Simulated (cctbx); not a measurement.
**X-rays or neutrons for the lightest atoms?**

Cell a = 16.5310 Å, b = 4.6890 Å, c = 7.7030 Å, α = 90.00°, β = 95.83°, γ = 90.00°; space group C2/m (no. 12); content Co30 Mg12 Be8. The heavier atoms are placed; Be is still missing.

Simulated single-crystal data (cctbx): Mo Kα, λ = 0.71073 Å, to d = 0.75 Å, 80 % of the full sphere, strongest reflection 70000 counts, noise from counting, a 6 % proportional error and a noise floor of 2 counts (s.d.); no absorption.

Refinement without Be (map in e/Å³):

```text
Rint 0.041, 819 unique reflections to 0.75 A
cycle     R1     wR2    GooF  max shift (A)
   1  0.1766  0.5215  10.854   0.03388
   2  0.0655  0.2112   4.395   0.00027
final R1 0.0656 wR2 0.2112 GooF 4.395  parameters 27  data/parameter 30.3
atom        x        y        z      Ueq    occ   su(xyz)  su(Uiso or U11)
Co1    0.40502  0.76672  0.29609   0.0088  1.000  0.00020  0.0004
Co2    0.36424  0.50000  0.51773   0.0107  1.000  0.00018  0.0005
Co3    0.28825  0.50000  0.25969   0.0108  1.000  0.00017  0.0005
Co4    0.00000  0.00000  0.50000   0.0131  1.000  0.00000  0.0005
Co5    0.17295  0.73779  0.22673   0.0102  1.000  0.00021  0.0004
Co6    0.12925  0.00000  0.97397   0.0077  1.000  0.00017  0.0005
Mg1    0.47876  0.50000  0.82030   0.0138  1.000  0.00049  0.0008
Mg2    0.20887  0.50000  0.56041   0.0148  1.000  0.00050  0.0008
Mg3    0.21856  0.50000  0.90773   0.0173  1.000  0.00052  0.0009
difference map: max 9.80 min -1.12 rms 0.60
Q1    0.0778  0.5000  0.9899    4   10.12  2.47 A from Mg3
Q2    0.0595  0.5000  0.3908    4    9.83  2.61 A from Co5
Q3    0.0000  0.0000  0.5000    2    6.66  0.00 A from Co4
Q4    0.2117  0.0000  0.7506    4    4.33  0.08 A from Co3
Q5    0.1405  0.0000  0.4803    4    4.27  0.08 A from Co2
Q6    0.1724  0.2631  0.2236    8    3.96  0.03 A from Co5
Q7    0.0977  0.2553  0.7068    8    3.66  0.07 A from Co1
Q8    0.1340  0.0000  0.9626    4    3.33  0.12 A from Co6
```

The data are simulated with cctbx, not measured: neutrons of λ = 1.17 Å, to d = 0.8 Å, 80 % of the full sphere, strongest reflection 5000 counts, noise from counting, a 6 % proportional error and a noise floor of 2 counts (s.d.); no absorption.

Refinement without Be (map in fm/Å³; only maxima are listed):

```text
Rint 0.053, 679 unique reflections to 0.80 A
cycle     R1     wR2    GooF  max shift (A)
   1  0.7411  0.9505  13.681   0.42896
   8  0.6677  0.9062  13.044   0.05345
final R1 0.6820 wR2 0.9156 GooF 13.179  parameters 27  data/parameter 25.1
atom        x        y        z      Ueq    occ   su(xyz)  su(Uiso or U11)
Co1    0.40180  0.75913  0.30678   0.0094  1.000  0.00971  0.0109
Co2    0.34683  0.50000  0.58753   0.0029  1.000  0.00925  0.0122
Co3    0.28497  0.50000  0.29012   0.0050  1.000  0.00800  0.0122
Co4    0.00000  0.00000  0.50000   0.0009  1.000  0.00000  0.0164
Co5    0.17652  0.74628  0.21979   0.0052  1.000  0.00756  0.0106
Co6    0.13192  0.00000  0.97064   0.0243  1.000  0.01331  0.0197
Mg1    0.48258  0.50000  0.81790   0.0053  1.000  0.00448  0.0079
Mg2    0.20776  0.50000  0.55422   0.0088  1.000  0.00438  0.0083
Mg3    0.21929  0.50000  0.90541   0.0001  1.000  0.00373  0.0069
difference map: max 55.10 min -16.97 rms 4.89
Q1    0.0207  0.0000  0.1737    4   55.30  0.09 A from Mg1
Q2    0.2193  0.5000  0.9012    4   54.79  0.03 A from Mg3
Q3    0.2084  0.5000  0.5535    4   50.75  0.01 A from Mg2
Q4    0.0772  0.5000  0.9839    4   42.22  2.48 A from Mg3
Q5    0.1300  0.0000  0.9649    4   38.89  0.05 A from Co6
Q6    0.0579  0.5000  0.3914    4   33.48  2.61 A from Co1
Q7    0.0000  0.0000  0.5000    2   25.83  0.00 A from Co4
Q8    0.1006  0.2518  0.7036    8   23.54  0.09 A from Co1
```

**Question.** Where is Be, and which data fix it better?

Be sits at (0.0782, 1/2, 0.9896) and (0.4408, 0, 0.6097). Adding it takes R1 from 0.066 to 0.018 with X-rays and from 0.682 to 0.024 with neutrons. Its largest coordinate s.u. is 0.00042 with X-rays and 0.00008 with neutrons, so neutrons fix it better in these data. In the X-ray map Q1 and Q2 mark it. In the neutron map Q4 and Q6 mark it.

Final neutron refinement:

```text
Rint 0.053, 679 unique reflections to 0.80 A
cycle     R1     wR2    GooF  max shift (A)
   1  0.1297  0.3451   4.991   0.05088
   2  0.0244  0.0621   0.898   0.00008
final R1 0.0243 wR2 0.0621 GooF 0.898  parameters 33  data/parameter 20.6
atom        x        y        z      Ueq    occ   su(xyz)  su(Uiso or U11)
Co1    0.40503  0.76658  0.29602   0.0110  1.000  0.00025  0.0003
Co2    0.36421  0.50000  0.51810   0.0124  1.000  0.00023  0.0004
Co3    0.28816  0.50000  0.25950   0.0122  1.000  0.00022  0.0004
Co4    0.00000  0.00000  0.50000   0.0132  1.000  0.00000  0.0005
Co5    0.17293  0.73838  0.22682   0.0121  1.000  0.00025  0.0003
Co6    0.12943  0.00000  0.97406   0.0103  1.000  0.00022  0.0003
Mg1    0.47883  0.50000  0.82170   0.0152  1.000  0.00011  0.0002
Mg2    0.20925  0.50000  0.55939   0.0155  1.000  0.00011  0.0002
Mg3    0.21823  0.50000  0.90744   0.0176  1.000  0.00012  0.0002
Be1    0.07816  0.50000  0.98947   0.0169  1.000  0.00008  0.0002
Be2    0.44079  0.00000  0.60965   0.0193  1.000  0.00008  0.0002
difference map: max 0.35 min -0.35 rms 0.08
Q1    0.1554  0.0000  0.6769    4    0.35  1.01 A from Co3
Q2    0.2420  0.5000  0.0416    4    0.34  1.07 A from Mg3
Q3    0.1386  0.5000  0.0580    4    0.30  1.08 A from Be1
Q4    0.1792  0.3213  0.8215    8    0.29  1.21 A from Mg3
Q5    0.1827  0.5000  0.7510    4    0.29  1.29 A from Mg3
Q6    0.0000  0.0000  0.0000    2    0.28  1.38 A from Mg1
```

The model was made for the exercise: a known structure type with other elements put in, its volume estimated, not relaxed; displacement parameters are assumed.

[Middle refinement cycles are left out of these outputs.]

[Logs are printed without paths, hosts, clocks, repeated set-up lines and the standing remarks that a program may print on its own settings, such as how far it seeks lower states.]
